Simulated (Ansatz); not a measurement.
The compound is ScF3 (Pm-3m).

```xyz
4
Lattice="-4.0125 0.0000 0.0000 0.0000 0.0000 -4.0125 0.0000 -4.0125 0.0000" Properties=species:S:1:pos:R:3 pbc="T T T"
Sc    0.0000    0.0000    0.0000
F    -2.0062    0.0000    0.0000
F     0.0000    0.0000   -2.0062
F     0.0000   -2.0062    0.0000
```

The cell and positions come from the Crystallography Open Database and are kept as given unless a step says otherwise. PAW set soft_2, made with PBE.

A constrained-RPA run (Ansatz 0.2.0; non-magnetic LDA; Sc t2g, bands c1 to c3, 4×4×4 mesh, medium accuracy) builds 3 functions on bands 1.6 eV wide, with 0.0 electrons in the window. The bare on-site interaction is 15.9 eV and the bare J 0.59 eV.

Estimate U, U′ and J.

On the Sc t2g shell, U = 7.07 eV (44 % of the bare value), U′ = 6.13 eV, J = 0.47 eV.

The parent state is non-magnetic and the interaction static (zero frequency); U depends on the window and the orbitals, so it belongs to this model alone.

[Paths, hosts, dates, memory and timing lines, banners, echoed tables and standing remarks are left out of the program output.]

[Logs are printed without paths, hosts, clocks, repeated set-up lines and the standing remarks that a program may print on its own settings, such as how far it seeks lower states.]

[Runs of the session that timed out or met a known fault of the program may be left out.]

[Hosts, paths, dates, database ids (printed as entryN), source tags and the programs' standing remarks are cut or masked in the printed files.]
